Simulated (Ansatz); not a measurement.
# MgTlF3 (model cell, started as cubic perovskite with Mg in the octahedra): phonons and vibrational spectra, part 2 of 2

The cell of MgTlF3 (model cell, started as cubic perovskite with Mg in the octahedra) is at rest. What are its phonons? After the zone centre comes a 4×4×4 q mesh on a 8×8×8 k mesh.

Ansatz 0.2.0; DFT PBEsol, scalar-relativistic, plane waves, PAW; PAW set soft_1.

So far. Step 2 (Modes at Γ): Before it was imposed, the acoustic sum rule was missed by 2.9e-4 eV/Å² and the charge sum rule by 0.0025 e. Small misses are needed for a sound result but don't prove that mesh and cutoff are converged. The lowest optical mode is real, 92.0 cm⁻¹.

The structure was built from a prototype and need not be the compound's stable phase.

## (3) Response at finite wavevector

Stability and thermal properties need the whole zone. Linear response on a 4×4×4 q mesh gives force constants as far as a supercell of that size would, and the tensors from the zone-centre run are typed in so that the long-range dipole term is interpolated apart.

input.yaml

```yaml
crystal:
  lattice:
    - [4.0770543301, 0.0, 0.0]
    - [0.0, 4.0770543301, 0.0]
    - [0.0, 0.0, 4.0770543301]
  atoms:
    - { symbol: Tl, position: [0.0, 0.0, 0.0] }
    - { symbol: Mg, position: [0.5, 0.5, 0.5] }
    - { symbol: F, position: [0.5, 0.5, 0.0] }
    - { symbol: F, position: [0.5, 0.0, 0.5] }
    - { symbol: F, position: [0.0, 0.5, 0.5] }
kpoints:
  mp_grid: { grid: [8, 8, 8] }
hamiltonian:
  xc: pbesol
  pseudopotentials: { kind: paw, azcp: { folder: soft_1 }, xc_functional: pbe }
scf:
  occupations: { method: fixed }
output:
  eigenvalues: true
phonons:
  method: dfpt
  qmesh: [4, 4, 4]
  temperatures: { t_max: 1000, t_step: 50 }
  qpath:
    path:
      - [[0.0, 0.0, 0.0], [0.0, 0.5, 0.0], [0.5, 0.5, 0.0], [0.0, 0.0, 0.0], [0.5, 0.5, 0.5], [0.0, 0.5, 0.0]]
      - [[0.5, 0.5, 0.5], [0.5, 0.5, 0.0]]
    npoints: 10
  non_analytic_term:
    high_frequency_dielectric_tensor: [[3.2674, 0.0, 0.0], [0.0, 3.2674, 0.0], [0.0, 0.0, 3.2674]]
    born_effective_charges:
      - { species: Tl, tensor: [[1.9429, 0.0, 0.0], [0.0, 1.9429, 0.0], [0.0, 0.0, 1.9429]] }
      - { species: Mg, tensor: [[2.1808, 0.0, 0.0], [0.0, 2.1808, 0.0], [0.0, 0.0, 2.1808]] }
      - { species: F, tensor: [[-1.4878, 0.0, 0.0], [0.0, -1.4878, 0.0], [0.0, 0.0, -1.1482]] }
      - { species: F, tensor: [[-1.4878, 0.0, 0.0], [0.0, -1.1482, 0.0], [0.0, 0.0, -1.4878]] }
      - { species: F, tensor: [[-1.1482, 0.0, 0.0], [0.0, -1.4878, 0.0], [0.0, 0.0, -1.4878]] }
    source: "zone-centre run at this cell"
```

Command:

```console
ansatz run input.yaml --threads 4 --pin off --max-ram 16384MiB --backend cpu --events-out ev --progress --plain --runs-dir out
```

Numbers of over 12 decimals in the logs are rounded to 6 here.

The program printed:

```text
[...]
Crystal: 5 atoms, lattice volume = 67.770 Å³
Basis set: ecut = 420 eV, 1357 PW (Γ), exchange–correlation on 60×60×60 points (8 copies of the dense FFT grid, shifted against one another)
Bands: 27, of which v1, the nominal top of the filled ones, is band 22 counted from 1 (21 counted from 0)
Symmetry: 48 space group operations
k-points: 35 of 512
[...]
SCF iter   1: F=—  HF=-15621.898881 eV  |F-HF|=—  |Δ(HF+E_count)|=         —  Δρ=1.73e-1  dr2=1.75e1  ethr=3.10e-3  ⟨swp⟩=4.1  Hψ=3912  notcnv=0  defer=69
[...]
SCF iter  12: F=-15616.676063 eV  HF=-15616.676063 eV  |F-HF|=0.00e0  |Δ(HF+E_count)|=  5.46e-12  Δρ=4.55e-8  dr2=1.10e-12  ethr=1.00e-12  ⟨swp⟩=11.2  Hψ=5217  notcnv=0
SCF 1 converged in 12 iterations: F = -15616.676063 eV  dr2 = 1.10e-12
[...]
NSCF: frozen V_eff on 35 k-points
[...]
DFPT response loops at q = (0, 0, 0) (fractional): preconditioner auto → none (the input reference at scf.mixing.eps_inf says where Resta's filter doesn't serve); β = 0.50; Broyden in place of MSR1
[...]
SCF converged after 12 iterations
Free energy (F): -15616.676063 eV
[...]
Internal energy: -15616.676063 eV  (E = F + TS)
E sigma→0 (E₀):  -15616.676063 eV
Fermi energy:    5.803880 eV
[...]
--- Band table (eV; the first three rows and the last of 35) ---
  k-point 0: bands = [... 18 lower, 3.3437, 3.4583, 3.4583, 3.4583, 14.1641, 14.5139, 14.5139, 14.5139, ... 1 higher]
  k-point 1: bands = [... 18 lower, 3.3464, 3.4500, 3.4500, 3.8864, 13.1719, 14.4194, 14.4194, 14.8487, ... 1 higher]
  k-point 2: bands = [... 18 lower, 3.3523, 3.4883, 3.4883, 4.6522, 11.6796, 14.1999, 14.1999, 15.4059, ... 1 higher]
  k-point 34: bands = [... 18 lower, 3.9327, 3.9327, 3.9327, 4.0498, 12.8518, 12.8518, 12.8518, 16.1535, ... 1 higher]
--- Phonons (Γ-DFPT): 4 representative perturbations + reference (Σ response iterations 12) ---
  ASR residual: 4.064e-4 → 0.000e0 eV/Å²; symmetrization residual: 2.752e-6 eV/Å²
  ASR residual per site (eV/Å²): 1.02e-5 2.84e-4 4.06e-4 4.06e-4 4.06e-4
[...]
--- Phonons (arbitrary-q DFPT): 10 irreducible q on the 4×4×4 mesh ---
  q = [0.0000, 0.0000, 0.0000] (star 1, of the zone-centre solve; hermiticity 7.17e-7, symmetrization 8.30e-13): -0.00 -0.00 -0.00 92.04 92.04 92.04 187.33 187.33 187.33 242.43 242.43 242.43 390.15 390.15 390.15
  q = [0.0000, 0.0000, 0.2500] (star 6, 9 solved perturbations in 1560 linear systems a pass and spin channel, the states on 200 of 512 k-point pairs; hermiticity 5.28e-7, symmetrization 1.38e-13): 40.10 40.10 64.35 109.43 109.43 181.96 189.76 189.76 192.27 242.40 242.40 330.95 389.42 389.42 449.99
[...]
q = [0.0000, 0.2500, -0.5000] (star 12, 15 solved perturbations on 200 of 512 k-point pairs; hermiticity 7.44e-7, symmetrization 2.64e-14): 49.43 53.99 68.14 149.81 157.26 163.65 188.93 195.57 233.60 256.29 271.90 327.52 381.35 387.52 415.01
[...]
sum rule: each row above includes the acoustic sum rule's correction from the zone centre's row sums; it moved no ω² by more than (2.41 cm⁻¹)²
  mesh force constants: q→R imaginary residual 1.57e-18; ASR residual 4.064e-4 → 0.000e0 eV/Å²; symmetrization residual 8.882e-15 eV/Å²
  interpolated dispersion: 63 rows × 15 modes
  density of states and harmonic sums: on the 16×16×16 q-mesh, interpolated from the force constants of a 4×4×4 supercell (with the dipole–dipole term of supplied tensors)
  largest difference from the sums on the solved wave vectors: F 1.31e-2 eV, S 1.71e-5 and C_V 3.95e-6 eV/K
  zero-point energy: 0.202115 eV/cell   skipped modes (ω ≤ 0): 3   left out of the sums: 4.88e-5 of the cell's modes: C_V's classical limit lies that fraction below 3 k_B per atom; for a crystal, a wire or a layer, F and S can be off by more, and a phonons.interpolated_qmesh denser along its periods is the remedy for the sampling
```

Run time: 9.5 min. Hardware: 4 threads of Arm Neoverse V2, shared host; peak memory 2.2 GiB.

This step gave:

```yaml
sum_rule_residual_before_enforcement: 4.06e-4 eV/Å²
lowest_frequency_on_the_path: 0 cm⁻¹
highest_frequency_on_the_path_or_at_a_solved_wavevector: 464.6 cm⁻¹
mean_frequency: 217.4 cm⁻¹
debye_temperature_second_moment: 459 K
logarithmic_mean_frequency: 178.4 cm⁻¹
lowest_mode_on_the_q_mesh_acoustic_modes_at_gamma_apart: 40.1 cm⁻¹
zero_point_energy_per_atom: 40.42 meV
heat_capacity_at_300_k: 22.35 J/(mol atoms K)
vibrational_entropy_at_300_k: 30.21 J/(mol atoms K)
edges_of_the_widest_gap_between_branches_on_path_and_mesh: 289.8, 316.6 cm⁻¹
```

Frequencies (cm⁻¹) solved at each irreducible wavevector; negative means imaginary. Frequencies by wavevector, by row:

```
q in reciprocal lattice units  star  mode 1  mode 2  mode 3  mode 4  mode 13  mode 14  mode 15
                        0 0 0     1       0       0       0      92    390.1    390.1    390.1
                     0 0 0.25     6    40.1    40.1    64.3   109.4    389.4    389.4      450
                     0 0 -0.5     3    49.9    49.9    82.9   133.6    388.7    388.7    417.7
                  0 0.25 0.25    12    45.5    46.4      69   130.1    358.7    388.5    443.4
                  0 0.25 -0.5    12    49.4      54    68.1   149.8    381.4    387.5      415
                  0 -0.5 -0.5     3      49    57.8    57.8   132.1    341.8    386.4    411.8
               0.25 0.25 0.25     8    51.4    51.4    63.6   138.2    358.2    358.2    449.6
               0.25 0.25 -0.5    12    53.6    55.6    62.5   148.9    357.7    360.2    438.8
               0.25 -0.5 -0.5     6    55.2    59.3    59.3   128.9      343      343    438.9
               -0.5 -0.5 -0.5     1    60.7    60.7    60.7   125.7    344.1    344.1    437.4
```

Interpolated from a 4×4×4 q mesh, with the LO-TO term (at Γ the limit along the path; where Γ stands inside the path, tables give the limit on arrival). Phonon branches along the path, in cm⁻¹:

```
    point  branch 1  branch 2  branch 3  branch 4  branch 12  branch 13  branch 14  branch 15
        Γ         0         0         0        92        318        390        390        465
  halfway        40        40        64       109        331        389        389        450
        X        50        50        83       134        364        389        389        418
  halfway        49        54        68       150        328        381        388        415
        M        49        58        58       132        342        342        386        412
  halfway        46        46        69       130        335        359        388        443
        Γ         0         0         0        92        318        390        390        465
  halfway        51        51        64       138        323        358        358        450
        R        61        61        61       126        344        344        344        437
  halfway        54        56        62       149        318        358        360        439
        X        50        50        83       134        364        389        389        418
jump to R        61        61        61       126        344        344        344        437
  halfway        55        59        59       129        341        343        343        439
        M        49        58        58       132        342        342        386        412
```

The phonon density of states has structure finer than the step of the table below, so its rows give means over 20 cm⁻¹, whole bins alone (the curve runs from 2.5 to 462 cm⁻¹). Peaks (cm⁻¹: height): 52.5: 0.143, 137.5: 0.0784, 167.5: 0.0624, 207.5: 0.0754, 242.5: 0.0746, 282.5: 0.0646, 387.5: 0.0728.

Tetrahedra on a 16×16×16 mesh, mean over bins of 5 cm-1. Interpolated from a 4×4×4 q mesh. The phonon density of states by wavenumber; means over each step:

wavenumber (cm⁻¹), phonon density of states (1/cm⁻¹/cell) and a bar:
```
       20      0.002 #
       40      0.043 ##############
       60      0.094 ##############################
       80      0.011 ###
      100      0.005 ##
      120      0.017 ######
      140      0.063 ####################
      160      0.047 ###############
      180      0.048 ###############
      200      0.062 ####################
      220      0.033 ##########
      240      0.048 ###############
      260      0.042 #############
      280      0.035 ###########
      300      0.000 
      320      0.024 ########
      340      0.042 #############
      360      0.032 ##########
      380      0.045 ##############
      400      0.008 ##
      420      0.014 #####
      440      0.029 #########
```

The partial phonon density of states has structure finer than the step of the table below, so its rows give means over 20 cm⁻¹, whole bins alone (the curve runs from -10 to 487 cm⁻¹). Peaks (cm⁻¹: height): F 140.1: 0.0669, 168.2: 0.0501, 205.8: 0.0717, 243.3: 0.0399, 280.8: 0.0412, 330.8: 0.0352, 384.0: 0.0364; Mg 137.0: 0.00623, 243.3: 0.0227, 346.5: 0.0321, 384.0: 0.0213, 443.4: 0.0096; Tl 52.5: 0.132.

Phonopy on the run's constants, 13x13x13 mesh, Gaussian sigma 3.6 cm-1. Interpolated from a 4×4×4 q mesh. The partial phonon density of states by wavenumber; means over each step; values in 1/cm⁻¹/cell:

```
wavenumber (cm⁻¹)        F       Mg       Tl
                0   1.8e-5   8.5e-6   7.4e-5
               20   3.5e-4   1.6e-4  0.00208
               40  0.00106   6.5e-4   0.0405
               60   6.3e-4   8.8e-4   0.0924
               80   2.4e-4   1.6e-4   0.0109
              100  0.00343   8.7e-4   7.9e-4
              120   0.0144  0.00267   8.7e-4
              140   0.0552  0.00555   8.1e-4
              160   0.0423  0.00418   3.0e-4
              180   0.0437  0.00445   1.5e-4
              200   0.0591  0.00273   6.7e-5
              220   0.0290  0.00444   1.9e-5
              240   0.0304   0.0168   8.0e-5
              260   0.0270   0.0148   2.0e-4
              280   0.0273  0.00740   1.8e-4
              300   5.8e-4   9.6e-5   2.3e-6
              320   0.0154  0.00867   8.9e-5
              340   0.0194   0.0230   1.8e-4
              360   0.0137   0.0175   1.0e-4
              380   0.0265   0.0170   3.9e-5
              400  0.00543  0.00336   7.1e-6
              420   0.0104  0.00389   4.2e-5
              440   0.0207  0.00776   8.9e-5
              460  0.00366  0.00293   3.6e-5
```

Harmonic thermodynamic functions per atom, from the density of states. Interpolated from a 4×4×4 q mesh. Thermodynamic functions, by row:

```
T (K)  F_vib (meV/atom)  S (J/mol-atom/K)  C_V (J/mol-atom/K)
    0             40.42                 0                   0
   50             39.74             3.821                6.03
  100             36.13             10.16               12.77
  200             19.41             21.61               19.85
  300             -7.66             30.21               22.35
  400            -42.53             36.81               23.41
  500            -83.51             42.09               23.94
  600            -129.5             46.49               24.23
  700            -179.7             50.24               24.42
  800            -233.4             53.51               24.54
  900            -290.4              56.4               24.62
 1000            -350.3                59               24.68
```

Harmonic mean-square displacement, third of the trace. Interpolated from a 4×4×4 q mesh. Mean square displacements, by row:

```
T (K)  Tl1 U_eq (Å²)  Mg2 U_eq (Å²)  F3 U_eq (Å²)  F4 U_eq (Å²)  F5 U_eq (Å²)
    0        0.00152        0.00267       0.00428       0.00428       0.00428
  100        0.00434        0.00339       0.00533       0.00533       0.00533
  300        0.01251         0.0068       0.01132       0.01132       0.01132
  600        0.02493         0.0128       0.02161       0.02161       0.02161
```

Symmetry leaves 10 wavevectors to solve. The lowest mode among them, the acoustic zeros apart, lies at q = (0, 0, 0.25) and is real, 40.1 cm⁻¹.

## (4) Outcome

| Property | Result |
| --- | --- |
| space group (within 0.01 Å) | Pm-3m |
| volume per atom | 13.6 Å³ |
| gap on the k-mesh | 4.06 eV |
| highest optical mode at the zone centre (no LO-TO term) | 390 cm⁻¹ |
| top of the zone-centre spectrum with the field | 465 cm⁻¹ |
| lowest optical zone-centre mode | 92.0 cm⁻¹ |
| mean high-frequency dielectric constant | 3.27 |
| mean static dielectric constant | 16.1 |
| largest Born charge (third of the trace) | 2.18 e |
| lowest mode on the q mesh (acoustic modes at Γ apart) | 40.1 cm⁻¹ |
| highest frequency on the path or at a solved wavevector | 465 cm⁻¹ |
| zero-point energy per atom | 40.4 meV |
| heat capacity at 300 K | 22.4 J/(mol atoms K) |
| vibrational entropy at 300 K | 30.2 J/(mol atoms K) |
| Debye temperature (second moment) | 459 K |
| imaginary modes on the 4×4×4 q mesh | none |

**Reading.** The structure is a minimum as far as tested: no mode is imaginary at the 10 irreducible wavevectors of the 4×4×4 mesh, and the softest away from the acoustic zeros lies at 40 cm⁻¹. Without the field, the optical modes at Γ span 92 to 390 cm⁻¹. The highest mode in this list at Γ, 390.1 cm⁻¹, has its largest share on F (69 % of the kinetic energy). With the macroscopic field of the longitudinal modes the top of the zone-centre spectrum lies at 465 cm⁻¹, against 390 cm⁻¹ without it. Lattice motion raises the mean dielectric constant from 3.267 to 16.14. The strongest infrared line is at 242 cm⁻¹. On the path and the mesh, the widest gap between branches runs from 290 to 317 cm⁻¹. Spin-orbit coupling is left out, which can matter for the heavy elements here. The PAW files were made for PBE and serve the other functionals too. The starting cell was built on a prototype and not taken from a measurement, so the phase need not exist. These are harmonic frequencies at zero temperature: anharmonic shifts, linewidths and thermal expansion are left out.

[Logs are printed without paths, hosts, clocks, repeated set-up lines and the standing remarks that a program may print on its own settings, such as how far it seeks lower states.]

[Hosts, paths, dates, database ids (printed as entryN), source tags and the programs' standing remarks are cut or masked in the printed files.]
